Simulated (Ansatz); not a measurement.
# CsNbF3 (cubic perovskite) (Pm-3m): how robust is the cRPA U?, part 2 of 2

Wanted: the sensitivity and cost of U and J for CsNbF3 (cubic perovskite) (Pm-3m).

Ansatz 0.2.0; constrained RPA on PBE, plane waves, PAW.

So far. Step 4 (Changed: 6×6×6 mesh): On the Nb t2g shell, screening brings the on-site interaction from 12.1 eV down to U = 4.53 eV. Step 5 (Changed: smooth pair densities): On the Nb t2g shell, screening brings the on-site interaction from 12.1 eV down to U = 4.53 eV.

The structure was built from a prototype and need not be the compound's stable phase.

### Step 7. Changed: spin-orbit coupling, which the program doesn't serve

This step: constrained RPA on PBE with spin-orbit coupling, plane waves, PAW.

File input.yaml:

```yaml
crystal:
  lattice:
    - [0.0, -4.42154533, 0.0]
    - [0.0, 0.0, 4.42154533]
    - [-4.42154533, 0.0, 0.0]
  atoms:
    - { symbol: Cs, position: [0.0, 0.0, 0.0] }
    - { symbol: Nb, position: [0.5, 0.5, 0.5] }
    - { symbol: F, position: [0.5, 0.5, 0.0] }
    - { symbol: F, position: [0.5, 0.0, 0.5] }
    - { symbol: F, position: [0.0, 0.5, 0.5] }
kpoints:
  mp_grid: { grid: [6, 6, 6] }
hamiltonian:
  xc: pbe
scf:
  occupations: { method: gaussian, width: 0.08 }
  n_extra_bands: 19
  max_iter: 150
  lower_state_search: "off"
magnetization:
  noncollinear: true
  spin_orbit: true
output:
  crpa:
    kmesh: [4, 4, 4]
    target_bands: [v2, c1]
    projections: [{ species: Nb, l: d, shell: 4, orbitals: [dxz, dyz, dxy] }]
```

Started as:

```
> ansatz run input.yaml --threads 4 --pin off --max-ram 9216MiB --backend cpu --events-out ev --progress --plain --runs-dir out
```

Numbers of over 12 decimals in the logs are rounded to 6 here.

What it wrote:

```text
Error: output.crpa with magnetization.noncollinear: true — the cRPA pipeline runs scalar-band solve channels only (unpolarised or collinear) — spinor oscillator elements are not implemented; use a collinear or unpolarised deck, or drop the output.crpa: request
```

The job ended after 0.03 s (4 threads of Arm Neoverse V1, shared host; peak memory 0.032 GiB).

The program refused the input before any cycle.

The program's message: “Error: output.crpa with magnetization.noncollinear: true — the cRPA pipeline runs scalar-band solve channels only (unpolarised or collinear) — spinor oscillator elements are not implemented; use a col …”

The fault put into this input: spin-orbit coupling, which the program doesn't serve.

### Step 8. Changed: potentials

This step: constrained RPA on PBE, plane waves, norm-conserving pseudopotentials.

input.yaml: that of step 7 with these lines changed.

```diff
@@ -15,2 +15,3 @@
   xc: pbe
+  pseudopotentials: { kind: nc }
 scf:
@@ -20,5 +21,2 @@
   lower_state_search: "off"
-magnetization:
-  noncollinear: true
-  spin_orbit: true
 output:
```

What it wrote:

```text
[...]
Crystal: 5 atoms, lattice volume = 86.441 Å³
Basis set: ecut = 1320 eV, 9435 PW (Γ)
Bands: 41, of which v1, the nominal top of the filled ones, is band 22 counted from 1 (21 counted from 0)
Symmetry: 48 space group operations
[...]
k-points: 20 of 216
[...]
k-point 19: bands = [... 18 lower, 3.9401, 3.9401, 11.7456, 11.7456, 11.7456, 13.3873, 13.3873, 13.3873, ... 15 higher]
[...]
χ-basis size per q: N_G = 304..320
[...]
Site 1, 4D, 3 of 5 d orbitals (Wannier functions 1, 2, 3; wannier90's mr 2, 3, 5):
      screened: U = 4.5125 eV, U' = 3.8144 eV, J = 0.3383 eV
      screened, to within: U = 1.2e-2 eV, U' = 1.2e-2 eV, J = 1.1e-3 eV
      bare: V = 12.1148 eV, V' = 11.1684 eV, J = 0.4834 eV
[...]
[key lines of the parts left out:]
SCF converged after 9 iterations
Free energy (F): -4494.719021 eV
Fermi energy:    10.974844 eV
```

Wall time 3.3 min (4 threads); peak memory 1.5 GiB.

Numbers from this step:

```yaml
u: 4.513 eV
u_prime_inter_orbital: 3.814 eV
j: 0.3383 eV
bare_v: 12.11 eV
bare_j: 0.4834 eV
stated_bound_on_u: 0.01139 eV
u_over_bare_v: 0.3725
electrons_in_the_window: 3.000
head_of_the_constrained_inverse_dielectric_matrix: 0.3206
least_eigenvalue_of_the_projection_s_overlap: 0.8152
target_functions: 3
bands_in_the_sums: 46
width_of_the_target_bands: 1.615 eV
weight_of_the_projected_orbitals_in_the_window: 0.8953
```

On the Nb t2g shell, screening brings the on-site interaction from 12.1 eV down to U = 4.51 eV.

### Step 9. Changed: potentials

This step: constrained RPA on PBE, plane waves, PAW.

input.yaml: that of step 8 with these lines changed.

```diff
@@ -15,3 +15,3 @@
   xc: pbe
-  pseudopotentials: { kind: nc }
+  pseudopotentials: { kind: paw, source: ansatz }
 scf:
```

What it wrote:

```text
[...]
Crystal: 5 atoms, lattice volume = 86.441 Å³
Basis set: ecut = 1050 eV, 6667 PW (Γ)
Bands: 41, of which v1, the nominal top of the filled ones, is band 22 counted from 1 (21 counted from 0)
Symmetry: 48 space group operations
[...]
k-points: 20 of 216
[...]
k-point 19: bands = [... 18 lower, 3.8791, 3.8791, 11.6937, 11.6937, 11.6937, 13.3321, 13.3321, 13.3321, ... 15 higher]
[...]
χ-basis size per q: N_G = 304..320
[...]
Site 1, 4D, 3 of 5 d orbitals (Wannier functions 1, 2, 3; wannier90's mr 2, 3, 5):
      screened: U = 4.5165 eV, U' = 3.8176 eV, J = 0.3388 eV
      screened, to within: U = 5.4e-3 eV, U' = 5.4e-3 eV, J = 5.2e-4 eV
      bare: V = 12.1161 eV, V' = 11.1696 eV, J = 0.4836 eV
[...]
[key lines of the parts left out:]
SCF converged after 9 iterations
Free energy (F): -12684.847604 eV
Fermi energy:    10.923299 eV
```

The job ended after 3.3 min (4 threads; peak memory 1.4 GiB; 13 min of CPU time).

Numbers from this step:

```
U                                                 : 4.516 eV
U prime (inter-orbital)                           : 3.818 eV
J                                                 : 0.3388 eV
bare V                                            : 12.12 eV
bare J                                            : 0.4836 eV
stated bound on U                                 : 0.005390 eV
U over bare V                                     : 0.3728
electrons in the window                           : 3.000
head of the constrained inverse dielectric matrix : 0.3206
least eigenvalue of the projection's overlap      : 0.8149
target functions                                  : 3
bands in the sums                                 : 46
width of the target bands                         : 1.614 eV
weight of the projected orbitals in the window    : 0.8954
```

On the Nb t2g shell, screening brings the on-site interaction from 12.1 eV down to U = 4.52 eV.

### Step 10. Side by side

Times are wall times on 4 threads of Arm Neoverse V1, shared host, good to a factor of about two.

```csv
run,bare V (eV),U (eV),J (eV),bound on U (eV),width (eV),time
target window,12.12,4.519,0.339,0.0113,1.61,40 s
2×2×2 mesh,12.43,4.828,0.342,0.0110,1.61,6 s
6×6×6 mesh,12.09,4.529,0.339,0.0123,1.61,3.4 min
smooth pair densities,12.12,4.527,0.342,0.0114,1.61,33 s
potentials,12.11,4.513,0.338,0.0114,1.61,3.3 min
potentials,12.12,4.516,0.339,0.0054,1.61,3.3 min
```

### Step 11. Summary of results

```json
{
  "target window": "U 4.52 eV, J 0.34 eV",
  "2×2×2 mesh": "U 4.83 eV, J 0.34 eV",
  "6×6×6 mesh": "U 4.53 eV, J 0.34 eV",
  "smooth pair densities": "U 4.53 eV, J 0.34 eV",
  "potentials": "U 4.52 eV, J 0.34 eV"
}
```

**Reading.** 2×2×2 mesh moves U by +0.31 eV at 0.15 times the time. 6×6×6 mesh moves U by +0.01 eV (within the solver's bounds, for the mean over orbitals) at 5.0 times the time. Smooth pair densities moves U by +0.01 eV (within the solver's bounds, for the mean over orbitals). Potentials moves U by −0.01 eV (within the solver's bounds, for the mean over orbitals) at 4.9 times the time. Potentials moves U by −0.002 eV (within the solver's bounds, for the mean over orbitals) at 4.9 times the time. The printed bound covers the solver alone, not the mesh. The parent state is non-magnetic and the interaction static (zero frequency); U depends on the window and the orbitals, so it belongs to this model alone.

[Paths, hosts, dates, memory and timing lines, banners, echoed tables and standing remarks are left out of the program output.]

[Logs are printed without paths, hosts, clocks, repeated set-up lines and the standing remarks that a program may print on its own settings, such as how far it seeks lower states.]

[Runs of the session that timed out or met a known fault of the program may be left out.]

[Hosts, paths, dates, database ids (printed as entryN), source tags and the programs' standing remarks are cut or masked in the printed files.]
